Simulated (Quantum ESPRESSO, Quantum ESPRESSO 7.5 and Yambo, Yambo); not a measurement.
# A GW chain in Yambo: SrTiO3 (Tausonite)

Wanted: ground state, empty states, screening and self-energy for SrTiO3 (Tausonite).

Calculated with Quantum ESPRESSO 7.5 and Yambo 5.3.0; PBE and many-body steps on it, plane waves.

**What was measured.**

- Gap 3.77 eV: direct gap (M0 critical point); spectroscopic ellipsometry, second-derivative fit; 300 K; bulk crystal (commercial single crystal) (“Optical probe of ferroelectric order in bulk and thin film perovskite titanates”, 2013, arxiv:1309.1245).

## Step 1: The structure

The structure is cubic, space group Pm-3m (No. 221). Conventional cell: a = 3.905 Å, b = 3.905 Å, c = 3.905 Å, α = 90.00°, β = 90.00°, γ = 90.00°. Sr has 12 O at 2.76 Å nearest. Ti has 6 O at 1.95 Å nearest. O has 2 Ti at 1.95 Å and 4 Sr at 2.76 Å nearest. Farther neighbours and most contacts between anions are not listed.

The cell and positions come from the Crystallography Open Database and are kept as given unless a step says otherwise.

## Step 2: Ground state

This step: Quantum ESPRESSO 7.5; DFT, PBE with spin-orbit coupling, plane waves, norm-conserving pseudopotentials.

The ground-state density comes first.

pw.in reads:

```
&control
  calculation = 'scf'
  prefix = 'x'
  outdir = 'o'
  pseudo_dir = 'pseudo'
/
&system
  ibrav = 0
  nat = 5
  ntyp = 3
  ecutwfc = 76.0
  nbnd = 52
  force_symmorphic = .true.
  noncolin = .true.
  lspinorb = .true.
/
&electrons
  conv_thr = 1e-10
  electron_maxstep = 80
  mixing_beta = 0.5
/
ATOMIC_SPECIES
  Sr 87.62 Sr.upf
  Ti 47.867 Ti.upf
  O 15.999 O.upf
CELL_PARAMETERS angstrom
  3.9052800000 0.0000000000 0.0000000000
  0.0000000000 3.9052800000 0.0000000000
  0.0000000000 0.0000000000 3.9052800000
ATOMIC_POSITIONS crystal
  Sr 0.5000000000 0.5000000000 0.5000000000
  Ti 0.0000000000 0.0000000000 0.0000000000
  O 0.5000000000 0.0000000000 0.0000000000
  O 0.0000000000 0.5000000000 0.0000000000
  O 0.0000000000 0.0000000000 0.5000000000
K_POINTS automatic
  6 6 6 0 0 0
```

Run with:

```bash
> OMP_NUM_THREADS=1 mpirun -n 4 pw.x -nk 4 -in pw.in > pw.out
```

The log of the run:

```text
Program PWSCF v.7.5 starts

     This program is part of the open-source Quantum ESPRESSO suite
     for quantum simulation of materials; please cite
         "P. Giannozzi et al., J. Phys.:Condens. Matter 21 395502 (2009);
         "P. Giannozzi et al., J. Phys.:Condens. Matter 29 465901 (2017);
         "P. Giannozzi et al., J. Chem. Phys. 152 154105 (2020);
     in publications or presentations arising from this work. More details at
     Message from routine setup:
     using ibrav=0 with symmetry is DISCOURAGED, use correct ibrav instead

     G-vector sticks info

     bravais-lattice index     =            0
     lattice parameter (alat)  =       7.3799  a.u.
     unit-cell volume          =     401.9325 (a.u.)^3
     number of atoms/cell      =            5
     number of atomic types    =            3
     number of electrons       =        40.00
     number of Kohn-Sham states=           52
     kinetic-energy cutoff     =      76.0000  Ry
     charge density cutoff     =     304.0000  Ry
     scf convergence threshold =      1.0E-10
     mixing beta               =       0.5000
     number of iterations used =            8  plain     mixing
     Exchange-correlation= PBE
                           (   1   4   3   4   0   0   0)
     Non magnetic calculation with spin-orbit

     celldm(1)=   7.379910  celldm(2)=   0.000000  celldm(3)=   0.000000
     celldm(4)=   0.000000  celldm(5)=   0.000000  celldm(6)=   0.000000

     crystal axes: (cart. coord. in units of alat)
               a(1) = (   1.000000   0.000000   0.000000 )
               a(2) = (   0.000000   1.000000   0.000000 )
               a(3) = (   0.000000   0.000000   1.000000 )

     reciprocal axes: (cart. coord. in units 2 pi/alat)
               b(1) = (  1.000000  0.000000  0.000000 )
               b(2) = (  0.000000  1.000000  0.000000 )
               b(3) = (  0.000000  0.000000  1.000000 )
     Pseudo is Norm-conserving + core correction, Zval = 10.0
     Generated using ONCVPSP code by D. R. Hamann
     Using radial grid of 1834 points, 10 beta functions with:
     Pseudo is Norm-conserving + core correction, Zval = 12.0
     Generated using ONCVPSP code by D. R. Hamann
     Using radial grid of 1586 points, 10 beta functions with:
     Pseudo is Norm-conserving + core correction, Zval =  6.0
     Generated using ONCVPSP code by D. R. Hamann
     Using radial grid of  936 points,  8 beta functions with:
     Sr               10.00    87.62000     Sr( 1.00)
     Ti               12.00    47.86700     Ti( 1.00)
     O                 6.00    15.99900     O ( 1.00)

     48 Sym. Ops., with inversion, found

   Cartesian axes

     site n.     atom                  positions (alat units)
         1        Sr     tau(   1) = (   0.5000000   0.5000000   0.5000000  )
         2        Ti     tau(   2) = (   0.0000000   0.0000000   0.0000000  )
         3        O      tau(   3) = (   0.5000000   0.0000000   0.0000000  )
         4        O      tau(   4) = (   0.0000000   0.5000000   0.0000000  )
         5        O      tau(   5) = (   0.0000000   0.0000000   0.5000000  )

     number of k points=    20
                       cart. coord. in units 2pi/alat
        k(    1) = (   0.0000000   0.0000000   0.0000000), wk =   0.0046296
        k(    2) = (   0.0000000   0.0000000   0.1666667), wk =   0.0277778
        k(    3) = (   0.0000000   0.0000000   0.3333333), wk =   0.0277778
        k(    4) = (   0.0000000   0.0000000  -0.5000000), wk =   0.0138889
        k(    5) = (   0.0000000   0.1666667   0.1666667), wk =   0.0555556
        k(    6) = (   0.0000000   0.1666667   0.3333333), wk =   0.1111111
        k(    7) = (   0.0000000   0.1666667  -0.5000000), wk =   0.0555556
        k(    8) = (   0.0000000   0.3333333   0.3333333), wk =   0.0555556
        k(    9) = (   0.0000000   0.3333333  -0.5000000), wk =   0.0555556
        k(   10) = (   0.0000000  -0.5000000  -0.5000000), wk =   0.0138889
     [... 8 further rows ...]
        k(   19) = (   0.3333333  -0.5000000  -0.5000000), wk =   0.0277778
        k(   20) = (  -0.5000000  -0.5000000  -0.5000000), wk =   0.0046296

     Dense  grid:    36041 G-vectors     FFT dimensions: (  45,  45,  45)

     Initial potential from superposition of free atoms

     starting charge      39.9901, renormalised to      40.0000
     Starting wfcs are   54 randomized atomic wfcs

     per-process dynamical memory:    94.7 Mb

     Self-consistent Calculation

     iteration #  1     ecut=    76.00 Ry     beta= 0.50

     total energy              =    -286.33212572 Ry
     estimated scf accuracy    <       1.82545503 Ry

     iteration #  2     ecut=    76.00 Ry     beta= 0.50

     total energy              =    -286.16051544 Ry
     estimated scf accuracy    <       4.25314011 Ry

     iteration #  3     ecut=    76.00 Ry     beta= 0.50

     total energy              =    -287.07429221 Ry
     estimated scf accuracy    <       0.24589107 Ry

     iteration #  4     ecut=    76.00 Ry     beta= 0.50

     total energy              =    -287.04274494 Ry
     estimated scf accuracy    <       0.08484231 Ry

     iteration #  5     ecut=    76.00 Ry     beta= 0.50

     total energy              =    -287.06657631 Ry
     estimated scf accuracy    <       0.01758124 Ry

     iteration #  6     ecut=    76.00 Ry     beta= 0.50

     total energy              =    -287.06666329 Ry
     estimated scf accuracy    <       0.00231930 Ry

     iteration #  7     ecut=    76.00 Ry     beta= 0.50

     total energy              =    -287.06725284 Ry
     estimated scf accuracy    <       0.00013755 Ry

     iteration #  8     ecut=    76.00 Ry     beta= 0.50

     total energy              =    -287.06724680 Ry
     estimated scf accuracy    <       0.00003533 Ry

     iteration #  9     ecut=    76.00 Ry     beta= 0.50

     total energy              =    -287.06725381 Ry
     estimated scf accuracy    <       0.00000024 Ry

     iteration # 10     ecut=    76.00 Ry     beta= 0.50

     total energy              =    -287.06725390 Ry
     estimated scf accuracy    <       0.00000007 Ry

     iteration # 11     ecut=    76.00 Ry     beta= 0.50

     total energy              =    -287.06725391 Ry
     estimated scf accuracy    <          4.5E-09 Ry

     iteration # 12     ecut=    76.00 Ry     beta= 0.50

     total energy              =    -287.06725391 Ry
     estimated scf accuracy    <          6.9E-10 Ry

     iteration # 13     ecut=    76.00 Ry     beta= 0.50

     End of self-consistent calculation

          k = 0.0000 0.0000 0.0000 (  4457 PWs)   bands (ev):

   -46.3381 -46.3381 -23.0531 -23.0531 -22.6515 -22.6515 -22.3991 -22.3991
   -22.3991 -22.3991  -7.3090  -7.3090  -6.3274  -6.3274  -6.3274  -6.3274
    -5.4212  -5.4212  -4.2870  -4.2870  -4.2870  -4.2870   7.1824   7.1824
     7.2676   7.2676   7.2676   7.2676   8.8781   8.8781   8.8781   8.8781
     8.8944   8.8944   9.6519   9.6519   9.7162   9.7162   9.7162   9.7162
    11.9475  11.9475  11.9475  11.9475  11.9758  11.9758  14.4383  14.4383
    14.4383  14.4383  15.5074  15.5074

          k = 0.0000 0.0000 0.1667 (  4525 PWs)   bands (ev):

   -46.3377 -46.3377 -23.0608 -23.0608 -22.6521 -22.6521 -22.4019 -22.4019
   -22.3983 -22.3983  -7.3328  -7.3328  -6.3268  -6.3268  -6.3175  -6.3175
    -5.3378  -5.3378  -4.2743  -4.2743  -4.1727  -4.1727   6.8840   6.8840
     7.2004   7.2004   7.2473   7.2473   8.5425   8.5425   8.5549   8.5549
[...]
15.1756  15.1756  15.9466  15.9466

          k = 0.0000 0.0000 0.3333 (  4500 PWs)   bands (ev):

[...]
-22.3968 -22.3968  -7.4666  -7.4666  -6.2977  -6.2977  -6.1425  -6.1425
    -5.2378  -5.2378  -4.2488  -4.2488  -3.9558  -3.9558   6.1359   6.1359
     7.1904   7.1904   7.2210   7.2210   7.9504   7.9504   7.9679   7.9679
     7.9922   7.9922   8.2622   8.2622   9.3634   9.3634   9.4014   9.4014
    12.0805  12.0805  13.4444  13.4444  13.4681  13.4681  14.4507  14.4507
    16.2143  16.2143  16.9486  16.9487

          k = 0.0000 0.0000-0.5000 (  4484 PWs)   bands (ev):

     [... further k-points ...]

     highest occupied, lowest unoccupied level (ev):    10.0557   11.9475

!    total energy              =    -287.06725391 Ry
     estimated scf accuracy    <          9.0E-11 Ry

     The total energy is the sum of the following terms:
     one-electron contribution =     -75.42071902 Ry
     hartree contribution      =      60.39579412 Ry
     xc contribution           =     -59.55077017 Ry
     ewald contribution        =    -212.49155884 Ry

     convergence has been achieved in  13 iterations

     XML data file, charge density, pseudopotentials, collected wavefunctions

=------------------------------------------------------------------------------=
   JOB DONE.
=------------------------------------------------------------------------------=
```

Elapsed: 53 s, on 4 MPI ranks of Arm Neoverse V2, shared host; peak memory 0.68 GiB; 3.5 min of CPU time.

Numbers from this step:

```
total energy               : -3905.7490 eV
gap                        : 1.892 eV
k of the valence top       : -0.5, -0.5, -0.5
k of the conduction bottom : 0, 0, 0
least direct gap           : 2.231 eV
```

The gap is indirect, with the least direct gap 0.34 eV higher.

## Step 3: Bands along the symmetry lines

Levels along a band path, at the cheap level, show where the edges lie and whether the meshes to come will hold them.

pw.in reads:

```
&control
  calculation = 'bands'
  prefix = 'x'
  outdir = 'o'
  pseudo_dir = 'pseudo'
/
&system
  ibrav = 0
  nat = 5
  ntyp = 3
  ecutwfc = 76.0
  nbnd = 52
  force_symmorphic = .true.
  noncolin = .true.
  lspinorb = .true.
/
&electrons
  conv_thr = 1e-9
  electron_maxstep = 80
  diago_full_acc = .true.
  diago_thr_init = 5e-6
/
ATOMIC_SPECIES
  Sr 87.62 Sr.upf
  Ti 47.867 Ti.upf
  O 15.999 O.upf
CELL_PARAMETERS angstrom
  3.9052800000 0.0000000000 0.0000000000
  0.0000000000 3.9052800000 0.0000000000
  0.0000000000 0.0000000000 3.9052800000
ATOMIC_POSITIONS crystal
  Sr 0.5000000000 0.5000000000 0.5000000000
  Ti 0.0000000000 0.0000000000 0.0000000000
  O 0.5000000000 0.0000000000 0.0000000000
  O 0.0000000000 0.5000000000 0.0000000000
  O 0.0000000000 0.0000000000 0.5000000000
K_POINTS crystal
  50
  0.00000000 0.00000000 0.00000000 1
  0.00000000 0.06250000 0.00000000 1
  0.00000000 0.12500000 0.00000000 1
  0.00000000 0.18750000 0.00000000 1
  0.00000000 0.25000000 0.00000000 1
  0.00000000 0.31250000 0.00000000 1
  0.00000000 0.37500000 0.00000000 1
  0.00000000 0.43750000 0.00000000 1
  0.00000000 0.50000000 0.00000000 1
  0.06250000 0.50000000 0.00000000 1
  0.12500000 0.50000000 0.00000000 1
  0.18750000 0.50000000 0.00000000 1
  0.25000000 0.50000000 0.00000000 1
  0.31250000 0.50000000 0.00000000 1
  0.37500000 0.50000000 0.00000000 1
  0.43750000 0.50000000 0.00000000 1
  0.50000000 0.50000000 0.00000000 1
  0.43750000 0.43750000 0.00000000 1
  0.37500000 0.37500000 0.00000000 1
  0.31250000 0.31250000 0.00000000 1
  0.25000000 0.25000000 0.00000000 1
  0.18750000 0.18750000 0.00000000 1
  0.12500000 0.12500000 0.00000000 1
  0.06250000 0.06250000 0.00000000 1
  0.00000000 0.00000000 0.00000000 1
  0.06250000 0.06250000 0.06250000 1
  0.12500000 0.12500000 0.12500000 1
  0.18750000 0.18750000 0.18750000 1
  0.25000000 0.25000000 0.25000000 1
  0.31250000 0.31250000 0.31250000 1
  0.37500000 0.37500000 0.37500000 1
  0.43750000 0.43750000 0.43750000 1
  0.50000000 0.50000000 0.50000000 1
  0.43750000 0.50000000 0.43750000 1
  0.37500000 0.50000000 0.37500000 1
  0.31250000 0.50000000 0.31250000 1
  0.25000000 0.50000000 0.25000000 1
  0.18750000 0.50000000 0.18750000 1
  0.12500000 0.50000000 0.12500000 1
  0.06250000 0.50000000 0.06250000 1
  0.00000000 0.50000000 0.00000000 1
  0.50000000 0.50000000 0.50000000 1
  0.50000000 0.50000000 0.43750000 1
  0.50000000 0.50000000 0.37500000 1
  0.50000000 0.50000000 0.31250000 1
  0.50000000 0.50000000 0.25000000 1
  0.50000000 0.50000000 0.18750000 1
  0.50000000 0.50000000 0.12500000 1
  0.50000000 0.50000000 0.06250000 1
  0.50000000 0.50000000 0.00000000 1
```

The log of the run:

```text
[banner, memory and clock lines left out]
Program PWSCF v.7.5 starts

     Atomic positions and unit cell read from directory:
     o/x.save/

     Message from routine setup:
     using ibrav=0 with symmetry is DISCOURAGED, use correct ibrav instead

     G-vector sticks info

     bravais-lattice index     =            0
     lattice parameter (alat)  =       7.3799  a.u.
     unit-cell volume          =     401.9325 (a.u.)^3
     number of atoms/cell      =            5
     number of atomic types    =            3
     number of electrons       =        40.00
     number of Kohn-Sham states=           52
     kinetic-energy cutoff     =      76.0000  Ry
     charge density cutoff     =     304.0000  Ry
     Exchange-correlation= PBE
                           (   1   4   3   4   0   0   0)
     Non magnetic calculation with spin-orbit

     celldm(1)=   7.379910  celldm(2)=   0.000000  celldm(3)=   0.000000
     celldm(4)=   0.000000  celldm(5)=   0.000000  celldm(6)=   0.000000

     crystal axes: (cart. coord. in units of alat)
               a(1) = (   1.000000   0.000000   0.000000 )
               a(2) = (   0.000000   1.000000   0.000000 )
               a(3) = (   0.000000   0.000000   1.000000 )

     reciprocal axes: (cart. coord. in units 2 pi/alat)
               b(1) = (  1.000000  0.000000  0.000000 )
               b(2) = (  0.000000  1.000000  0.000000 )
               b(3) = (  0.000000  0.000000  1.000000 )
     Pseudo is Norm-conserving + core correction, Zval = 10.0
     Generated using ONCVPSP code by D. R. Hamann
     Using radial grid of 1834 points, 10 beta functions with:
     Pseudo is Norm-conserving + core correction, Zval = 12.0
     Generated using ONCVPSP code by D. R. Hamann
     Using radial grid of 1586 points, 10 beta functions with:
     Pseudo is Norm-conserving + core correction, Zval =  6.0
     Generated using ONCVPSP code by D. R. Hamann
     Using radial grid of  936 points,  8 beta functions with:
     Sr               10.00    87.62000     Sr( 1.00)
     Ti               12.00    47.86700     Ti( 1.00)
     O                 6.00    15.99900     O ( 1.00)

     48 Sym. Ops., with inversion, found

   Cartesian axes

     site n.     atom                  positions (alat units)
         1        Sr     tau(   1) = (   0.5000000   0.5000000   0.5000000  )
         2        Ti     tau(   2) = (   0.0000000   0.0000000   0.0000000  )
         3        O      tau(   3) = (   0.5000000   0.0000000   0.0000000  )
         4        O      tau(   4) = (   0.0000000   0.5000000   0.0000000  )
         5        O      tau(   5) = (   0.0000000   0.0000000   0.5000000  )

     number of k points=    50
                       cart. coord. in units 2pi/alat
        k(    1) = (   0.0000000   0.0000000   0.0000000), wk =   0.0200000
        k(    2) = (   0.0000000   0.0625000   0.0000000), wk =   0.0200000
        k(    3) = (   0.0000000   0.1250000   0.0000000), wk =   0.0200000
[...]
[... 38 further rows ...]
        k(   49) = (   0.5000000   0.5000000   0.0625000), wk =   0.0200000
        k(   50) = (   0.5000000   0.5000000   0.0000000), wk =   0.0200000

     Dense  grid:    36041 G-vectors     FFT dimensions: (  45,  45,  45)

     The potential is recalculated from file :
     o/x.save/charge-density

     Starting wfcs are   54 randomized atomic wfcs

     Band Structure Calculation

     End of band structure calculation

          k = 0.0000 0.0000 0.0000 (  4457 PWs)   bands (ev):

   -46.3382 -46.3382 -23.0532 -23.0532 -22.6515 -22.6515 -22.3992 -22.3992
   -22.3992 -22.3992  -7.3090  -7.3090  -6.3274  -6.3274  -6.3274  -6.3274
    -5.4211  -5.4211  -4.2870  -4.2870  -4.2870  -4.2870   7.1824   7.1824
[...]
14.4382  14.4382  15.5074  15.5074

          k = 0.0000 0.0625 0.0000 (  4485 PWs)   bands (ev):

[...]
14.5685  14.5685  15.5720  15.5720

          k = 0.0000 0.1250 0.0000 (  4509 PWs)   bands (ev):

[...]
14.8996  14.8996  15.7605  15.7608

[...]
k = 0.5000 0.5000 0.0625 (  4496 PWs)   bands (ev):

[...]
17.9553  17.9563  18.3929  18.3929

          k = 0.5000 0.5000 0.0000 (  4500 PWs)   bands (ev):

[...]
8.3253   8.3253   8.4841   8.4841   8.5082   8.5082   9.9634   9.9634
    13.8784  13.8784  13.8974  13.8974  14.3518  14.3518  15.4181  15.4181
    17.9867  17.9868  18.3581  18.3581

     XML data file, pseudopotentials, collected wavefunctions
```

Elapsed: 41 s, on 4 MPI ranks; peak memory 0.44 GiB.

Numbers from this step:

* gap: 1.892 eV
* k of the valence top: 0.5, 0.5, 0.5
* k of the conduction bottom: 0, 0, 0
* least direct gap: 2.231 eV

The gap is 1.892 eV, as in the run before at this level.

Electronic bands along the path, in eV, zero at the top of the highest filled band:

```
    point  band 37  band 38  band 39  band 40  band 41  band 42  band 43  band 44
        Γ    -0.34    -0.34    -0.34    -0.34     1.89     1.89     1.89     1.89
  halfway    -0.62    -0.62    -0.58    -0.58     1.98     1.98     2.95     2.95
        X    -0.75    -0.75    -0.72    -0.72     2.07     2.07     3.81     3.81
  halfway    -1.32    -1.32    -0.64    -0.64     3.02     3.02     3.83     3.83
        M    -1.55    -1.55    -0.09    -0.09     3.82     3.82     3.84     3.84
  halfway    -1.07    -1.07    -0.74    -0.74     2.91     2.91     3.06     3.06
        Γ    -0.34    -0.34    -0.34    -0.34     1.89     1.89     1.89     1.89
  halfway    -0.91    -0.91    -0.62    -0.62     3.39     3.39     3.44     3.44
        R     0.00     0.00     0.00     0.00     4.50     4.50     4.50     4.50
  halfway    -0.80    -0.80    -0.52    -0.52     3.52     3.52     4.02     4.02
        X    -0.75    -0.75    -0.72    -0.72     2.07     2.07     3.81     3.81
jump to R     0.00     0.00     0.00     0.00     4.50     4.50     4.50     4.50
  halfway    -0.66    -0.66    -0.05    -0.05     4.11     4.11     4.12     4.12
        M    -1.55    -1.55    -0.09    -0.09     3.82     3.82     3.84     3.84
```

(Part 1 of 3 ends here.)

[Paths, hosts, dates, memory and timing lines, banners, echoed tables and standing remarks are left out of the program output.]

[Logs are printed without paths, hosts, clocks, repeated set-up lines and the standing remarks that a program may print on its own settings, such as how far it seeks lower states.]

[Runs of the session that timed out or met a known fault of the program may be left out.]

[Hosts, paths, dates, database ids (printed as entryN), source tags and the programs' standing remarks are cut or masked in the printed files.]
